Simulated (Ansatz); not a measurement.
Records of electronic-structure calculations.

## PtSe2 (1T monolayer): band gap by G0W0 on HSE06

The cell holds 3 atoms: 1 Pt and 2 Se. Its edges and angles: a = 3.750 Å, b = 3.750 Å, c = 28.400 Å, α = 90.0°, β = 90.0°, γ = 120.0°. Vacuum lies along c.

```
Pt Se
1.0
     3.75049    0.00000    0.00000
    -1.87525    3.24802    0.00000
     0.00000    0.00000   28.40000
Pt Se
1 2
Direct
  0.00000 0.00000 0.50000
  0.33333 0.66667 0.54597
  0.66667 0.33333 0.45403
```

```
method               : G0W0 on HSE06, plane waves, PAW (and 1 further level or step)
program              : Ansatz 0.2.0
settings of one run  : cutoff 420 eV, 6×6×1 k-mesh, default PAW, empty bands 421, screening cutoff 66 eV, screening contour deformation, QP bands (v2, c2), PAW set soft 2
cost                 : 2 runs, 2.1 min in all on 1 × NVIDIA H100 80GB HBM3 (shared by 6 runs) with 3 threads of AMD EPYC 7R13 (Zen 3), shared host (the runs of this entry)
notes                : In doubt: masses and optical values from hybrid runs of this build are listed as unsure (in some of the runs), which bears on the screening that GW takes from such a start. Values taken over the cell’s volume include its vacuum. The structure was relaxed with PBE. Limits: coarse mesh for a sheet; no spin polarisation; d states lean on the start; no spin-orbit coupling. Bands and cutoff are finite, so the gap is not at the basis limit. The miss can reach some tenths of an eV and take either sign; the mesh is an error of its own. The calculation has static nuclei and no excitons; a measured gap holds zero-point and thermal motion, which mostly lowers it. [rest of the remark cut]
HSE06 gap            : 1.97 eV, indirect
G0W0 gap on the mesh : 2.88 eV, from k = Γ to k = (0.000, 0.167, 0.000)
GW settings          : 6×6×1 mesh, 421 empty bands, screening to 66 eV
known limits         : not at the basis limit; coarse mesh for a sheet; no spin polarisation; d states lean on the start; no spin-orbit coupling
```

The starting gap on the GW mesh lies 0.26 eV above that of the first step, which used other files or more points, so the gap over the zone is lower by roughly that much. G0W0 changes the gap by +0.65 eV, from 2.23 eV to 2.88 eV on the mesh: the valence edge shifts by −0.03 eV and the conduction edge by +0.63 eV on the run's own scale; in a sheet such absolute shifts are far from their band limit.

[Paths, hosts, dates, memory and timing lines, banners, echoed tables and standing remarks are left out of the program output.]

[Logs are printed without paths, hosts, clocks, repeated set-up lines and the standing remarks that a program may print on its own settings, such as how far it seeks lower states.]

[Runs of the session that timed out or met a known fault of the program may be left out.]

[Cells called generated may have been cut or substituted from an entry of the Crystallography Open Database or the Materials Project.]

[Hosts, paths, dates, database ids (printed as entryN), source tags and the programs' standing remarks are cut or masked in the printed files.]
